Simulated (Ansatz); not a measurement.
# KI (Fm-3m): a volume series of phonon spectra, part 2 of 6

Wanted: mode Grüneisen parameters of KI and a free-energy fit over volumes.

What experiment has found for this phase:
- volume expansion coefficient 113.7 1e-6/K near room temperature (given in “Descriptors for thermal expansion in solids”, 2017, arXiv:1701.03966)

Ansatz 0.2.0; DFT LDA, scalar-relativistic, plane waves, PAW.

So far. Step 2 (Probe on a coarse mesh): The start is under -1.3 GPa at this level and looks like an insulator or semiconductor on this mesh.

**4. A second relaxation**

The relaxation is run once more from where the first one ended, as the script does after a large change of volume or of the gap, with mesh and occupations reviewed.

Contents of input.yaml:

```yaml
crystal:
  lattice:
    - [0.0, 3.4114963276, 3.4114963276]
    - [3.4114963276, 0.0, 3.4114963276]
    - [3.4114963276, 3.4114963276, 0.0]
  atoms:
    - { symbol: K, position: [0.0, 0.0, 0.0] }
    - { symbol: I, position: [0.5, 0.5, 0.5] }
kpoints:
  mp_grid: { grid: [6, 6, 6] }
hamiltonian:
  xc: lda
scf:
  occupations: { method: gaussian, width: 0.02 }
  lower_state_search: "off"
output:
  forces: true
  stress: true
  eigenvalues: true
  write_density: true
  write_potential: true
  elf: true
  volumetric_format: npy
relax:
  adjacent_minimum: "off"
  f_tol: 0.005
  max_steps: 80
  cell: { stress_tol: 0.05 }
```

Launch:

```
> ansatz run input.yaml --threads 4 --pin off --max-ram 16384MiB --backend cpu --events-out ev --progress --plain --runs-dir out
```

Numbers of over 12 decimals in the logs are rounded to 6 here.

The log of the run:

```text
[...]
Crystal: 2 atoms, lattice volume = 79.408 Å³
Basis set: ecut = 420 eV, 1471 PW (Γ)
Bands: 17, of which v1, the nominal top of the filled ones, is band 13 counted from 1 (12 counted from 0)
Symmetry: 48 space group operations
[...]
k-points: 16 of 216
[...]
SCF iter   1: F=—  HF=-8855.100033 eV  |F-HF|=—  |Δ(HF+E_count)|=         —  Δρ=4.66e-3  dr2=8.17e-3  ethr=1.77e-3  ⟨swp⟩=7.2  Hψ=1632  notcnv=0
[...]
SCF iter   6: F=-8855.097118 eV  HF=-8855.097118 eV  |F-HF|=1.69e-10  |Δ(HF+E_count)|=   1.75e-8  Δρ=2.01e-6  dr2=9.25e-10  ethr=1.98e-10  ⟨swp⟩=6.9  Hψ=1906  notcnv=0
SCF 1 converged in 6 iterations: F = -8855.097118 eV  dr2 = 9.25e-10
[...]
relax step   1: F+E_penalty+E_count = -8855.09711844 eV  Δ(F+E_penalty+E_count) = +0.000e0 eV  max|allowed force component| = 1.995e-29 eV/Å  Δτ_max = 0.0000 Å  P = -0.038 GPa  Ω = 79.408 Å³  (6 SCF iters, dr2 threshold 1.00e-7 eV, accepted)
[...]
SCF iter   1: F=—  HF=-8855.097119 eV  |F-HF|=—  |Δ(HF+E_count)|=         —  Δρ=2.33e-6  dr2=1.25e-9  ethr=6.99e-7  ⟨swp⟩=3.0  Hψ=2331  notcnv=0
eigensolver tolerance schedule: the retry pair's looser diagonalisation over-reported the residual by 144879.07 of it (diagonalisation noise at an unbounded share of the residual, at the tolerance the schedule requests for it); recorded, not acted on — ethr = c·dr2/N_el stays at c = 1.0e-1
[...]
SCF iter   2: F=—  HF=-8855.097118 eV  |F-HF|=—  |Δ(HF+E_count)|=   4.86e-7  Δρ=9.15e-7  dr2=6.91e-10  ethr=4.82e-12  ⟨swp⟩=3.5  Hψ=720  notcnv=0
[...]
SCF iter   4: F=-8855.097118 eV  HF=-8855.097118 eV  |F-HF|=9.09e-12  |Δ(HF+E_count)|=  3.64e-11  Δρ=1.09e-7  dr2=4.56e-12  ethr=1.00e-12  ⟨swp⟩=7.1  Hψ=1424  notcnv=0
SCF 2 converged in 4 iterations: F = -8855.097118 eV  dr2 = 4.56e-12
relax step   2: F+E_penalty+E_count = -8855.09711844 eV  Δ(F+E_penalty+E_count) = -5.093e-11 eV  max|allowed force component| = 2.636e-29 eV/Å  Δτ_max = 0.0000 Å  P = -0.038 GPa  Ω = 79.408 Å³  stress off target by 3.84e-2 GPa  SCF on the basis re-selected at this cell (its energy is not comparable with the rows above)  (4 SCF iters)
basis re-selected at this cell: Δ(F+E_penalty+E_count) = -5.093e-11 eV, ΔP = -0.000 GPa vs the last step (what re-selecting the basis moved, of the pressure what is left beyond the Pulay correction that the steps carried, after the strain that the cell walked since its last selection, with what the two solves' SCF thresholds leave and, on support functions, any second-order correction that the steps lacked; it is no  [...]
SCF converged after 4 iterations
Free energy (F): -8855.097118 eV
[...]
Internal energy: -8855.097118 eV  (E = F + TS)
E sigma→0 (E₀):  -8855.097118 eV
Fermi energy:    4.810172 eV
[...]
--- Stress (GPa, compression-positive) ---
       -0.038393       0.000000      -0.000000
        0.000000      -0.038393       0.000000
        0.000000      -0.000000      -0.038393
  P = ⅓ Tr σ = -0.0384 GPa (-0.384 kbar)
--- Band table (eV; the first three rows and the last of 16) ---
  k-point 0: bands = [... 9 lower, -7.9116, 2.8787, 2.8787, 2.8787, 6.7415, 9.1180, 9.1180, 9.1180]
  k-point 1: bands = [... 9 lower, -7.7683, 2.3414, 2.7541, 2.7541, 7.4447, 9.0654, 9.4424, 9.4424]
  k-point 2: bands = [... 9 lower, -7.5280, 1.5541, 2.5282, 2.5282, 8.1001, 9.9320, 10.2473, 10.2473]
  k-point 15: bands = [... 9 lower, -7.6210, 1.8190, 2.1883, 2.1888, 8.2396, 9.3052, 10.2348, 11.3240]
--- Relaxed structure (1 steps of the walk, 1 accepted, 1 SCFs on fresh bases) ---
[...]
cell:  # Å, volume = 79.4081 Å³
    - [0.0, 3.4114963276, 3.4114963276]
    - [3.4114963276, 0.0, 3.4114963276]
    - [3.4114963276, 3.4114963276, 0.0]
  atoms:
    - { symbol: K, position: [0.0, 0.0, 0.0] }
    - { symbol: I, position: [0.5, 0.5, 0.5] }
```

Run time: 1.3 s. Hardware: 4 threads of Arm Neoverse V1, shared host; peak memory 0.34 GiB.

Little changed from the start: no atom moved by 0.005 Å and no cell edge by 0.1 %.

Valence density in the ac plane of the conventional cell at fractional y = 0.000, with atoms of K and I within 0.2 Å of it. It is the smooth field of the valence electrons, not physical close to the nuclei.

Values in e/Å³, 10 rows by 16 columns, each cell a mean:
```
 3  2  0  0  0  0  1  7  9  3  1  0  0  0  1  3
 0  0  0  0  0  0  0  1  1  0  0  0  0  0  0  0
 0  0  0  0  0  0  0  0  0  0  0  0  0  0  0  0
 1  1  0  0  0  0  0  1  1  0  0  0  0  0  0  1
12  4  1  0  0  0  1  3  4  2  0  0  0  0  2  9
 9  3  1  0  0  0  1  3  3  2  0  0  0  0  1  7
 1  0  0  0  0  0  0  0  0  0  0  0  0  0  0  1
 0  0  0  0  0  0  0  0  0  0  0  0  0  0  0  0
 1  0  0  0  0  0  0  1  1  1  0  0  0  0  0  1
 4  2  0  0  0  0  2  9 12  4  1  0  0  0  1  3
```
Columns run along a (6.8 Å), rows up along c (6.8 Å), edges of the conventional cell, whose origin can differ from the input's. Atoms in or near the plane, at fractional coordinates: K at (0.00, 0.00), K at (0.50, 0.50), I at (0.50, 0.00), I at (0.00, 0.50).

Electrostatic potential energy in the ac plane of the conventional cell at fractional y = 0.000, with atoms of K and I within 0.2 Å of it. With pseudopotentials it is smooth inside the atoms' cores, unlike the true potential.

Ten even steps from '_' (-38 eV) to '@' (8 eV), each cell a mean:
```
__..++%%@@@@%%++##@@@@++**@@@@@@##--__
::==##@@@@@@%%**++**++++##@@@@@@%%**--
##%%@@@@@@@@@@%%##****##@@@@@@@@@@%%##
@@@@@@@@@@@@@@@@@@%%@@@@@@@@@@@@@@@@@@
@@@@@@@@@@@@@@@@@@@@@@@@@@@@@@@@@@@@@@
@@@@@@@@@@@@@@@@@@@@@@@@@@@@@@@@@@@@@@
**##%%@@@@@@@@@@%%####%%@@@@@@@@@@##**
**++**%%@@@@@@##==::--**%%@@@@@@##++++
@@##++%%@@@@%%++..____--##@@@@@@**++@@
@@%%++##@@@@%%++______::##@@@@%%****@@
%%**++%%@@@@%%**::__..==%%@@@@@@##++##
++++##@@@@@@@@%%**++++##@@@@@@@@%%**++
##%%@@@@@@@@@@@@%%%%%%@@@@@@@@@@@@%%%%
@@@@@@@@@@@@@@@@@@@@@@@@@@@@@@@@@@@@@@
@@@@@@@@@@@@@@@@@@@@@@@@@@@@@@@@@@@@@@
%%%%@@@@@@@@@@@@%%##%%%%@@@@@@@@@@@@%%
++**%%@@@@@@@@##++++++**%%@@@@@@@@##++
__::**%%@@@@%%++**%%##++##@@@@@@%%==..
____++%%@@@@##++%%@@@@****@@@@@@##::__
```
Columns run along a (6.8 Å; values clipped at the 3rd and 97th percentile), rows up along c (6.8 Å), edges of the conventional cell, whose origin can differ from the input's. Atoms in or near the plane, at fractional coordinates: K at (0.00, 0.00), K at (0.50, 0.50), I at (0.50, 0.00), I at (0.00, 0.50).

ELF in the ac plane of the conventional cell at fractional y = 0.000, with atoms of K and I within 0.2 Å of it. It is the smooth field of the valence electrons, not physical close to the nuclei.

Values, 10 rows by 16 columns, each cell a mean:
```
0.81 0.83 0.49 0.09 0.47 0.74 0.61 0.40 0.37 0.54 0.71 0.65 0.16 0.27 0.76 0.82
0.42 0.29 0.09 0.04 0.29 0.64 0.72 0.71 0.70 0.72 0.70 0.44 0.09 0.05 0.22 0.39
0.42 0.40 0.31 0.13 0.06 0.14 0.22 0.26 0.26 0.24 0.17 0.07 0.07 0.24 0.37 0.41
0.66 0.70 0.73 0.53 0.11 0.07 0.36 0.58 0.61 0.47 0.17 0.05 0.35 0.71 0.73 0.67
0.32 0.48 0.69 0.66 0.16 0.31 0.81 0.81 0.75 0.84 0.55 0.10 0.48 0.73 0.58 0.34
0.37 0.54 0.71 0.65 0.16 0.27 0.76 0.82 0.81 0.83 0.49 0.09 0.47 0.74 0.61 0.40
0.70 0.72 0.70 0.44 0.09 0.05 0.22 0.39 0.42 0.29 0.09 0.04 0.29 0.64 0.72 0.71
0.26 0.24 0.17 0.07 0.07 0.24 0.37 0.41 0.42 0.40 0.31 0.13 0.06 0.14 0.22 0.26
0.61 0.47 0.17 0.05 0.35 0.71 0.73 0.67 0.66 0.70 0.73 0.53 0.11 0.07 0.36 0.58
0.75 0.84 0.55 0.10 0.48 0.73 0.58 0.34 0.32 0.48 0.69 0.66 0.16 0.31 0.81 0.81
```
Columns run along a (6.8 Å), rows up along c (6.8 Å), edges of the conventional cell, whose origin can differ from the input's. Atoms in or near the plane, at fractional coordinates: K at (0.00, 0.00), K at (0.50, 0.50), I at (0.50, 0.00), I at (0.00, 0.50).

**5. Tight relaxation**

The thresholds are tightened for a last relaxation ahead of the phonons, and where mesh or smearing change with them the cell follows.

input.yaml, the sections that differ from step 4:

```yaml
kpoints:
  mp_grid: { grid: [8, 8, 8] }
scf:
  occupations: { method: fixed }
  lower_state_search: "off"
output:
  forces: true
  stress: true
  eigenvalues: true
relax:
  adjacent_minimum: "off"
  f_tol: 0.001
  max_steps: 60
  cell: { stress_tol: 0.01 }
# crystal, hamiltonian: as in step 4
```

The log of the run:

```text
[...]
Crystal: 2 atoms, lattice volume = 79.408 Å³
Basis set: ecut = 420 eV, 1471 PW (Γ)
Bands: 17, of which v1, the nominal top of the filled ones, is band 13 counted from 1 (12 counted from 0)
Symmetry: 48 space group operations
[...]
k-points: 29 of 512
[...]
k-point 28: bands = [... 9 lower, -7.5696, 2.0063, 2.0063, 2.1291, 9.1790, 9.1790, 9.5838, 11.2370]
--- Relaxed structure (3 steps of the walk, 3 accepted, 1 SCFs on fresh bases) ---
[...]
cell:  # Å, volume = 79.2141 Å³
    - [0, 3.408716, 3.408716]
    - [3.408716, 0, 3.408716]
    - [3.408716, 3.408716, 0]
  atoms:
    - { symbol: K, position: [0, 0, 0] }
    - { symbol: I, position: [0.500000, 0.500000, 0.500000] }
[key lines of the parts left out:]
SCF converged after 5 iterations
Free energy (F): -8855.097171 eV
Fermi energy:    2.900636 eV
P = ⅓ Tr σ = 0.0002 GPa (0.002 kbar)
```

Elapsed: 3.2 s, on 4 threads; peak memory 0.36 GiB.

Little changed from the start: no atom moved by 0.005 Å and no cell edge by 0.1 %.

This step gave:

- pressure: 2.00e-4 GPa
- gap on the k-mesh: 3.869 eV
- volume per atom: 39.61 Å³/atom

The residual pressure is 2.0e-4 GPa, small enough for phonons.

(Part 2 of 6 ends here.)

[Logs are printed without paths, hosts, clocks, repeated set-up lines and the standing remarks that a program may print on its own settings, such as how far it seeks lower states.]

[Hosts, paths, dates, database ids (printed as entryN), source tags and the programs' standing remarks are cut or masked in the printed files.]

[A step with changed settings may run another functional than the one named; its input shows which.]

[Of the runs on displaced cells, only some may be shown.]
